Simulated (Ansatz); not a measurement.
In doubt: masses and optical values from hybrid runs of this build are listed as unsure (in some of the runs), which bears on the screening that GW takes from such a start.

Two G0W0 runs on SnSe (Pnma).

```
Sn Se
1.0
    11.50220    0.00000    0.00000
     0.00000    4.15400    0.00000
     0.00000    0.00000    4.44450
Sn Se
4 4
Cartesian
  7.1094 3.1155 1.7668
  10.1439 1.0385 3.9891
  4.3928 1.0385 2.6777
  1.3583 3.1155 0.4554
  1.6489 1.0385 2.3254
  7.4000 1.0385 4.3414
  4.1022 3.1155 0.1031
  9.8533 3.1155 2.1191
```

Geometry: measured lattice cell, ions relaxed with PBE; the structure entry is the Materials Project's. The runs that relaxed it are not among those shown. PAW set soft_2, made with PBE.

The first (Ansatz 0.2.0; start HSE06, 2×4×4 mesh, 453 empty bands, screening to 96 eV; 1 × NVIDIA H100 80GB HBM3 (shared by 6 runs) with 3 threads of AMD EPYC 7R13 (Zen 3), shared host) gave, on its mesh: starting gap 1.19 eV, G0W0 gap 1.23 eV, RPA ε∞ (mean) 14.08, 2 min.

Question: The second changes start from HSE06 to PBE and files from default PAW to hard PAW. What does it give?

It gave: starting gap 0.85 eV, G0W0 gap 1.06 eV, RPA ε∞ (mean) 19.15, 2.1 min. The G0W0 gap moves by −0.17 eV, −0.34 eV from the start and +0.18 eV from the correction. Σc changes by +0.004 eV at the valence top and +0.02 eV at the conduction bottom, and Σx − Vxc between them by +0.17 eV.

Limits: not at the basis limit; no spin-orbit coupling; coarse k mesh.

[Paths, hosts, dates, memory and timing lines, banners, echoed tables and standing remarks are left out of the program output.]

[Logs are printed without paths, hosts, clocks, repeated set-up lines and the standing remarks that a program may print on its own settings, such as how far it seeks lower states.]

[Runs of the session that timed out or met a known fault of the program may be left out.]

[Cells called generated may have been cut or substituted from an entry of the Crystallography Open Database or the Materials Project.]

[Hosts, paths, dates, database ids (printed as entryN), source tags and the programs' standing remarks are cut or masked in the printed files.]
